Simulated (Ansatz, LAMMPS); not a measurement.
# Relaxing amorphous 89SiO2-11B2O3 (mol %) (90 atoms), part 2 of 2

How does amorphous 89SiO2-11B2O3 (mol %) (90 atoms) relax, and what do bonds, charges and levels look like afterwards?

Ansatz 0.2.0; Kohn-Sham DFT, PBE, PAW (set soft_2), plane waves.

The cell: 25 Si, 6 B and 59 O. The quench rate of 100 K/ps far exceeds what a furnace or splat quench reaches. The network of bonds at the start is that of the classical potential that made the cell. Only the Γ point is sampled in the main run, in a cell whose shortest periodic width is 11 Å.

So far. Step 4 (Cell and atoms relaxed): The relaxation changed the energy by -56.1 meV/atom, and atoms moved by 0.30 Å r.m.s., 0.71 Å at most.

## 6. Single point at the relaxed geometry

One more single point at the end of the walk gives the fuller output and checks the residual forces.

Contents of input.yaml:

```yaml
crystal:
  lattice:
    - [10.74413, 0.16458, -0.15717]
    - [0.16458, 10.78519, 0.47362]
    - [-0.15717, 0.47362, 10.86893]
  atoms:
    - { symbol: Si, position: [0.77437, 0.43567, 0.25488] }
    - { symbol: Si, position: [0.70361, 0.89366, 0.14349] }
    - { symbol: Si, position: [0.27637, 0.61398, 0.92369] }
    - { symbol: Si, position: [0.54321, 0.94774, 0.37314] }
    - { symbol: Si, position: [0.68321, 0.40923, 0.7442] }
    - { symbol: Si, position: [0.33691, 0.7691, 0.28483] }
    - { symbol: Si, position: [0.54808, 0.14757, 0.72523] }
    - { symbol: Si, position: [0.38876, 0.11136, 0.49236] }
[... 78 atom lines left out ...]
    - { symbol: O, position: [0.78003, 0.00766, 0.07644] }
    - { symbol: O, position: [0.6575, 0.49023, 0.32353] }
    - { symbol: O, position: [0.58466, 0.61101, 0.04638] }
    - { symbol: O, position: [0.04436, 0.338, 0.85567] }
kpoints:
  mp_grid: { grid: [1, 1, 1] }
hamiltonian:
  xc: pbe
scf:
  occupations: { method: fermi_dirac, width: 0.025 }
output:
  forces: true
  stress: true
  populations: true
  dos:
    method: { smearing: { sigma: 0.08 } }
    de: 0.05
    projected: { site_lists: { B: [B], O: [O], Si: [Si] } }
  eigenvalues: true
  write_density: true
  write_potential: true
  volumetric_format: npy
```

On the command line:

```
> ansatz run input.yaml --threads 4 --pin off --max-ram 8192MiB --backend cpu --events-out ev --progress --plain --runs-dir out
```

It took 8.1 s on 4 threads of Intel Xeon 6975P-C (Granite Rapids), shared host; peak memory 1.5 GiB.

The program notes that the exchange-correlation potential is rough where the density is thin.

Read from the output:

| Property | Result |
| --- | --- |
| free energy | -50399.2794 eV |
| free energy per atom | -559.9920 eV/atom |
| SCF cycles | 9 |
| pressure | -0.01046 GPa |
| r.m.s. force component | 0.00969 eV/Å |
| longest force | 0.04011 eV/Å |
| Fermi energy | 4.411 eV |
| gap (highest filled to lowest empty level) | 4.25 eV |
| spilling of the projection | 0.01305 |

Löwdin charges by element and coordination (they lack the spilled electrons, 0.068 e an atom on average):

| element | coordination | atoms | mean charge (e) | spread | least | most |
| --- | --- | --- | --- | --- | --- | --- |
| B | all | 6 | 0.666 | 0.0162 | 0.644 | 0.687 |
| O | all | 59 | -0.720 | 0.108 | -0.799 | -0.366 |
| O | 2 | 58 | -0.722 | 0.107 | -0.799 | -0.366 |
| O | 3 | 1 | -0.571 | 0 | -0.571 | -0.571 |
| Si | all | 25 | 1.79 | 0.0183 | 1.73 | 1.81 |
| Si | 4 | 24 | 1.79 | 0.0152 | 1.75 | 1.81 |
| Si | 5 | 1 | 1.73 | 0 | 1.73 | 1.73 |

Charge against the make-up of the first shell:

| B neighbours of O | atoms | mean charge (e) |
| --- | --- | --- |
| 0 | 43 | -0.781 |
| 1 | 14 | -0.58 |
| 2 | 2 | -0.373 |

Density of states as counts of states in windows of 1 eV (from the Fermi level), total and the larger projections:

| from (eV) | to (eV) | total | O p | Si p |
| --- | --- | --- | --- | --- |
| -10 | -9 | 23.8 | 17.3 | 3.0 |
| -9 | -8 | 39.3 | 29.9 | 6.8 |
| -8 | -7 | 20.6 | 15.9 | 3.0 |
| -7 | -6 | 32.7 | 26.5 | 2.6 |
| -6 | -5 | 61.6 | 55.1 | 2.8 |
| -5 | -4 | 70.6 | 66.1 | 1.8 |
| -4 | -3 | 55.7 | 53.5 | 0.7 |
| -3 | -2 | 9.3 | 8.9 | 0.1 |
| -2 | 2 | 0.0 | 0.0 | 0.0 |
| 2 | 3 | 2.0 | 0.1 | 0.1 |
| 3 | 4 | 10.5 | 1.3 | 1.9 |
| 4 | 5 | 19.3 | 2.3 | 5.6 |

Between -24 and -10 eV lie 158 more states.

The levels nearest the highest filled one (over half full), pooled over k-points and spins:

| level less the highest filled one (eV) | occupation |
| --- | --- |
| -0.953 | 2 |
| -0.862 | 2 |
| -0.631 | 2 |
| -0.440 | 2 |
| -0.173 | 2 |
| 0 | 2 |
| 4.25 | 0 |
| 5.24 | 0 |
| 5.65 | 0 |
| 5.66 | 0 |
| 5.85 | 0 |
| 6.00 | 0 |

Electrostatic potential energy in the bc plane at fractional x = 0.385, with atoms of Si and B and O within 0.2 Å of it. With pseudopotentials it is smooth inside the atoms' cores, unlike the true potential.

Ten even steps from '_' (-47 eV) to '@' (9 eV), each cell a mean:
```
@@@@@@@@@@@@%%%%%%%%%%##%%%%@@@@@@%%%%%%##--..--%%@@@@@@@@@@
@@@@@@@@%%######%%@@@@@@@@@@@@@@@@%%%%%%##::__..**@@@@@@@@@@
@@@@@@%%##**==++##%%@@@@@@@@@@@@@@%%%%%%%%**----**%%%%@@@@@@
@@@@@@##++++++++##%%@@@@@@@@@@@@%%%%%%@@@@%%##--..--##%%@@@@
@@@@@@%%########%%%%%%%%%%####%%**++**@@@@%%**..____++%%@@@@
@@@@@@@@@@@@@@@@@@@@%%%%++::::==**##%%@@@@@@%%++--==##@@@@@@
@@@@@@@@@@@@@@@@@@@@@@##--______++%%@@@@@@@@@@%%%%%%@@@@@@@@
@@@@@@@@@@@@@@@@@@@@@@%%==____..**%%@@@@@@@@@@@@@@@@@@@@@@@@
@@@@@@@@@@@@@@@@@@@@@@@@##**++**%%@@@@@@@@@@@@@@@@@@@@@@@@@@
**%%%%%%%%@@@@@@@@@@@@@@@@@@%%%%@@@@@@@@@@@@@@@@@@@@@@%%++==
--**==--==##%%@@@@@@@@@@@@@@@@@@@@@@@@@@@@@@@@@@@@@@@@%%==..
**==______==%%@@@@@@@@@@@@@@@@@@@@@@@@@@@@@@@@@@@@@@@@@@%%**
%%++..____--##@@@@@@@@@@@@@@@@@@@@@@@@@@@@@@@@@@@@@@@@@@@@@@
@@##++--==**%%@@@@@@@@@@@@@@@@@@@@@@@@@@@@@@@@@@@@@@@@@@@@@@
@@@@%%%%%%%%@@@@@@@@%%****##%%@@@@@@@@@@@@@@%%%%%%##%%@@@@@@
@@@@@@@@@@@@@@@@@@%%**..__::##@@@@@@@@@@%%##**++**==**@@@@@@
@@@@@@@@@@@@@@@@@@@@##::__..**@@@@@@@@@@%%++::..--**%%@@@@@@
@@@@@@@@@@@@@@@@@@@@**==++**%%@@@@@@@@@@%%**--::==##%%@@@@@@
@@@@@@@@@@@@@@@@@@%%--::==%%@@@@@@@@@@@@##====**##%%@@@@@@@@
@@@@@@@@@@@@@@@@@@%%++--**%%@@@@@@@@@@@@--__..**%%@@@@@@@@@@
@@@@@@@@@@@@@@@@%%##++==++##@@@@@@@@@@@@++::::**@@@@@@@@@@@@
@@@@@@@@@@@@@@@@%%++______==%%@@@@@@@@@@%%####%%@@@@@@@@@@@@
@@@@@@@@@@@@@@%%##++______--##%%@@@@@@@@%%%%%%%%@@@@@@@@@@@@
@@@@@@@@@@@@@@######==::--**%%%%@@@@@@%%%%%%##%%@@@@@@@@@@@@
```
Columns run along b (10.8 Å; values clipped at the 3rd and 97th percentile), rows up along c (10.9 Å). Atoms in or near the plane, at fractional coordinates: Si at (0.11, 0.49), Si at (0.47, 0.71), Si at (0.38, 0.07), B at (0.41, 0.32), B at (0.81, 0.81), O at (0.72, 0.17), O at (0.74, 0.93).

Valence density in the bc plane at fractional x = 0.385, with atoms of Si and B and O within 0.2 Å of it. It is the smooth field of the valence electrons, not physical close to the nuclei.

Ten steps, logarithmic in the rise over the least value, from '_' (0.0 e/Å³) to '@' (6.6 e/Å³), each cell a mean:
```
________..::==++++==--::::::::--::::::--++%%@@%%++::________
____..::----------::::..........::::::--**%%@@@@**--..______
__..--==++++==--::::......__..::--------==**%%##**--..______
__::==**##**++--------::....::--++++++--::--++++++==--..____
__..--++**++==--====++==--::--==**##**==::::--========::..__
__..::--==--::::--==++++==----==++**++==::..::====++==::..__
______..........::--======::..--====--::......::------::..__
....__..............::::--::::----::..________..............
==::..::::--::....__....::----==--::..____________....--====
##++----======::..______..::--==--::..____________..::==##%%
%%**==--====--::..________..::--::::..____________..::++##@@
**++--::------::..________............______________..--++##
====--::::--::..______....::::::..........______........::--
::--====----::..____..::--====--::..::::::....::::--::::....
::--====--::....__..::==++++++==::::::----::::--++**++--::..
..::----::..____..::--====++++--::..::--------==**##**==::..
....::::..______..::==++====--::......::------==++**++==::..
________________::==**##**==--..____..::--====--====--::..__
______________..::++%%%%##++::..____..--**####++--::....____
______________..::==##%%**==::..____::==%%@@@@**==..________
______________..::--++++++--::......::==##@@%%**--..________
__________..::--------::--------::....::==++++==::..________
__________::==++++++--::::========::....::----::..__________
________..::==****++==----========--::::--==++==--..________
```
Columns run along b (10.8 Å), rows up along c (10.9 Å). Atoms in or near the plane, at fractional coordinates: Si at (0.11, 0.49), Si at (0.47, 0.71), Si at (0.38, 0.07), B at (0.41, 0.32), B at (0.81, 0.81), O at (0.72, 0.17), O at (0.74, 0.93).

Mean Löwdin charges: B +0.67, O -0.72, Si +1.79 e (they miss 1.3 % of the electrons, so they add up to more than the cell's charge). The charge on O changes by +0.203 e for each B neighbour that takes the place of another kind, on average.

A closer look about B30, one of the 6 B atoms: 9 atoms, nearest first, numbered in the order of the input, with positions taken from that point.

| atom | x | y | z | distance (Å) | bonds | Löwdin charge (e) |
| --- | --- | --- | --- | --- | --- | --- |
| B30 | 0.00 | 0.00 | 0.00 | 0.00 | 3 | 0.64 |
| O52 | 0.60 | -0.83 | -0.90 | 1.36 | 2 | -0.59 |
| O40 | 0.00 | -0.40 | 1.31 | 1.37 | 2 | -0.58 |
| O81 | -0.46 | 1.24 | -0.38 | 1.38 | 2 | -0.59 |
| Si25 | 0.60 | 2.38 | -0.90 | 2.61 | 4 | 1.81 |
| Si17 | 0.52 | -1.84 | 1.90 | 2.70 | 4 | 1.80 |
| O60 | -2.50 | -0.94 | -0.50 | 2.72 | 2 | -0.76 |
| O61 | 2.03 | 1.60 | -1.05 | 2.79 | 2 | -0.79 |
| Si14 | 0.45 | -1.33 | -2.44 | 2.81 | 4 | 1.77 |

The column of bonds counts only the pairs O-Si within 2.16 Å, O-B within 1.82 Å; other neighbours, such as metal atoms beside each other in a compound, aren't counted, and periodic images can show an atom twice.

## 7. K-mesh 2×2×2

A denser mesh tests the sampling of the Brillouin zone.

input.yaml, as its differences from that of step 6:

```diff
@@ -8,3 +8,3 @@
 kpoints:
-  mp_grid: { grid: [1, 1, 1] }
+  mp_grid: { grid: [2, 2, 2] }
 hamiltonian:
@@ -22,4 +22 @@
   eigenvalues: true
-  write_density: true
-  write_potential: true
-  volumetric_format: npy
```

It took 62 s on 4 threads; peak memory 6.3 GiB.

The program notes that it cut back its work space to fit the memory limit.

Geometry and reference: those of the single point at the relaxed geometry.

Forces differ from those of the single point at the relaxed geometry by 3.0 meV/Å r.m.s.; the energy by -0.66 meV/atom. It took 62 s and 9 cycles; the reference's time can't be set against it, since the two runs asked for unlike analyses.

## 8. Functional HSE06

HSE06 mixes in a quarter of exact exchange at short range, which counters self-interaction, at a higher cost.

This step: Kohn-Sham DFT, HSE06, PAW (set soft_2), plane waves (Ansatz 0.2.0).

input.yaml, as its differences from that of step 7:

```diff
@@ -8,5 +8,5 @@
 kpoints:
-  mp_grid: { grid: [2, 2, 2] }
+  mp_grid: { grid: [1, 1, 1] }
 hamiltonian:
-  xc: pbe
+  xc: hse06
 scf:
```

The job ended after 1.9 min (4 threads; peak memory 3.5 GiB).

The program notes that the exchange threshold is loose for the stress and the SCF threshold is loose for the stress.

Geometry and reference: those of the single point at the relaxed geometry.

Forces differ from those of the single point at the relaxed geometry by 182 meV/Å r.m.s.; the pressure by -4.8 GPa and the gap by +1.8 eV. It took 1.9 min and 16 cycles; the reference's time can't be set against it, since the two runs asked for unlike analyses.

The run gave:

```
free energy                                      : -50406.5047 eV
free energy per atom                             : -560.0723 eV/atom
SCF cycles                                       : 16
pressure                                         : -4.783 GPa
r.m.s. force component                           : 0.1816 eV/Å
longest force                                    : 0.6209 eV/Å
Fermi energy                                     : 4.02 eV
gap (highest filled to lowest empty level) : 6.034 eV
spilling of the projection                       : 0.01324
```

Length of the force by element and coordination:

| element | coordination | atoms | mean length of the force (eV/Å) | spread | least | most |
| --- | --- | --- | --- | --- | --- | --- |
| B | all | 6 | 0.0619 | 0.0227 | 0.03 | 0.0949 |
| O | all | 59 | 0.361 | 0.129 | 0.062 | 0.621 |
| O | 2 | 58 | 0.364 | 0.129 | 0.062 | 0.621 |
| O | 3 | 1 | 0.216 | 0 | 0.216 | 0.216 |
| Si | all | 25 | 0.0803 | 0.0288 | 0.0399 | 0.151 |
| Si | 4 | 24 | 0.078 | 0.0272 | 0.0399 | 0.151 |
| Si | 5 | 1 | 0.134 | 0 | 0.134 | 0.134 |

Löwdin charges by element and coordination (they lack the spilled electrons, 0.069 e an atom on average):

| element | coordination | atoms | mean charge (e) | spread | least | most |
| --- | --- | --- | --- | --- | --- | --- |
| B | all | 6 | 0.724 | 0.0166 | 0.701 | 0.745 |
| O | all | 59 | -0.751 | 0.106 | -0.829 | -0.402 |
| O | 2 | 58 | -0.753 | 0.105 | -0.829 | -0.402 |
| O | 3 | 1 | -0.601 | 0 | -0.601 | -0.601 |
| Si | all | 25 | 1.85 | 0.0183 | 1.80 | 1.87 |
| Si | 4 | 24 | 1.85 | 0.0151 | 1.82 | 1.87 |
| Si | 5 | 1 | 1.80 | 0 | 1.80 | 1.80 |

Charge against the make-up of the first shell:

| B neighbours of O | atoms | mean charge (e) |
| --- | --- | --- |
| 0 | 43 | -0.812 |
| 1 | 14 | -0.613 |
| 2 | 2 | -0.409 |

States in the cell by windows of 1 eV, zero at the Fermi level; the larger projections on atomic orbitals stand beside the total:

| from (eV) | to (eV) | total | O p | Si p |
| --- | --- | --- | --- | --- |
| -14 | -13 | 11.7 | 7.9 | 0.3 |
| -13 | -12 | 15.7 | 10.8 | 0.8 |
| -12 | -11 | 17.4 | 12.3 | 1.4 |
| -11 | -10 | 23.8 | 17.6 | 3.2 |
| -10 | -9 | 38.2 | 29.3 | 6.6 |
| -9 | -8 | 21.7 | 17.0 | 2.7 |
| -8 | -7 | 32.2 | 26.8 | 2.3 |
| -7 | -6 | 59.3 | 53.6 | 2.3 |
| -6 | -5 | 66.9 | 63.0 | 1.6 |
| -5 | -4 | 56.4 | 54.4 | 0.6 |
| -4 | -3 | 9.8 | 9.4 | 0.1 |
| -3 | -2 | 0.8 | 0.8 | 0.0 |
| -2 | 2 | 0.0 | 0.0 | 0.0 |
| 2 | 3 | 0.7 | 0.0 | 0.0 |
| 3 | 4 | 1.3 | 0.0 | 0.1 |
| 4 | 5 | 11.1 | 1.1 | 2.3 |

Between -26 and -14 eV lie 116 more states.

The levels nearest the highest filled one (over half full), pooled over k-points and spins:

| level less the highest filled one (eV) | occupation |
| --- | --- |
| -1.01 | 2 |
| -0.916 | 2 |
| -0.624 | 2 |
| -0.441 | 2 |
| -0.128 | 2 |
| 0 | 2 |
| 6.03 | 0 |
| 7.14 | 0 |
| 7.57 | 0 |
| 7.59 | 0 |
| 7.79 | 0 |
| 7.88 | 0 |

## 9. Functional r2SCAN (500 eV)

The meta-GGA r2SCAN uses the kinetic energy density as well as the density and its gradient. Besides, the cutoff goes from 420 to 500 eV.

This step: Kohn-Sham DFT, r2SCAN, PAW (set soft_2), plane waves (Ansatz 0.2.0).

input.yaml, as its differences from that of step 8:

```diff
@@ -10,3 +10,3 @@
 hamiltonian:
-  xc: hse06
+  xc: r2scan
 scf:
```

Wall time 19 s (4 threads); peak memory 3.2 GiB; 74 s of CPU time.

Geometry and reference: those of the single point at the relaxed geometry.

Forces differ from those of the single point at the relaxed geometry by 150 meV/Å r.m.s.; the pressure by -4.6 GPa and the gap by +0.63 eV. It took 19 s and 9 cycles; the reference's time can't be set against it, since the two runs asked for unlike analyses.

## 10. Functional PBEsol

PBEsol restores the gradient expansion of exchange for slowly varying densities and usually gives shorter bonds in solids than PBE.

This step: Kohn-Sham DFT, PBEsol, PAW (set soft_2), plane waves (Ansatz 0.2.0).

input.yaml, as its differences from that of step 9:

```diff
@@ -10,3 +10,3 @@
 hamiltonian:
-  xc: r2scan
+  xc: pbesol
 scf:
```

Run time: 7.8 s. Hardware: 4 threads; peak memory 1.5 GiB.

Geometry and reference: those of the single point at the relaxed geometry.

Forces differ from those of the single point at the relaxed geometry by 59 meV/Å r.m.s.; the pressure by -2.4 GPa and the gap by -0.036 eV.

## 11. What each setting buys

Each row is set against the single point at the relaxed geometry (Kohn-Sham DFT, PBE, PAW (set soft_2), plane waves; r.m.s. force component 0.00969 eV/Å). Energies are set beside the reference only for runs with its functional, potentials and electron count. Times are for 4 threads of Intel Xeon 6975P-C (Granite Rapids), shared host. The reference's time includes grids, which some other runs skip.

| run | Δ force, r.m.s. (meV/Å) | Δ energy (meV/atom) | Δ pressure (GPa) | Δ gap (eV) | cycles | time | host memory (GiB) |
| --- | --- | --- | --- | --- | --- | --- | --- |
| reference | - | - | - | - | 9 | 8.1 s | 1.5 |
| k-mesh 2×2×2 | 2.99 | -0.655 | 0.007 | 1.0e-4 | 9 | 62 s | 6.3 |
| functional HSE06 | 182 | - | -4.77 | 1.78 | 16 | 1.9 min | 3.5 |
| functional r2SCAN (500 eV) | 150 | - | -4.59 | 0.634 | 9 | 19 s | 3.2 |
| functional PBEsol | 58.6 | - | -2.44 | -0.036 | 9 | 7.8 s | 1.5 |

## 12. Summary of results

| Item | Value |
| --- | --- |
| energy change in the relaxation | -56.11 meV/atom |
| r.m.s. displacement | 0.303 Å |
| largest displacement | 0.712 Å |
| free energy per atom | -559.9920 eV/atom |
| pressure | -0.01046 GPa |
| r.m.s. force component | 0.00969 eV/Å |
| gap (highest filled to lowest empty level) | 4.25 eV |
| wall time of the 7 DFT runs | 5.4 min |

Relaxation lowers the energy by 56.1 meV/atom and moves atoms by 0.30 Å r.m.s.; the r.m.s. force component goes from 0.82 to 0.0097 eV/Å. Displacements are taken in the final cell, so they leave out its strain. By the final cutoffs 0 of 118 bonded pairs parted and 1 joined. The cell shrank by 5.0 % in volume. First to last step the energy falls by 5.050 eV, across changes of basis; the largest move, 0.71 Å, is that of O55. The O-B bonds change most in mean length: from 1.394 Å (spread 0.008) to 1.376 Å (spread 0.035). Counting bonds as in the table, all B atoms have 3, 98 % of O atoms have 2 and 96 % of Si atoms have 4 bonded neighbours. 98 % of the oxygens bridge two formers (Si and B) and 0 % are non-bridging; 2 % join three. Between filled and empty levels lie 4.25 eV (at Γ alone); a semilocal functional tends to put such gaps too low. In a disordered cell it changes from sample to sample, and tail or defect levels can set it.

Among the changes of functional, dispersion, potentials or spin, functional HSE06 moves the forces most, by 182 meV/Å r.m.s. The gap changes by +1.78 eV with HSE06.

Caveats: The starting topology of bonds comes from the classical model; in DFT 0 of its 118 bonded pairs passed out of the cutoffs and 1 came within them.

[Logs are printed without paths, hosts, clocks, repeated set-up lines and the standing remarks that a program may print on its own settings, such as how far it seeks lower states.]

[Hosts, paths, dates, database ids (printed as entryN), source tags and the programs' standing remarks are cut or masked in the printed files.]
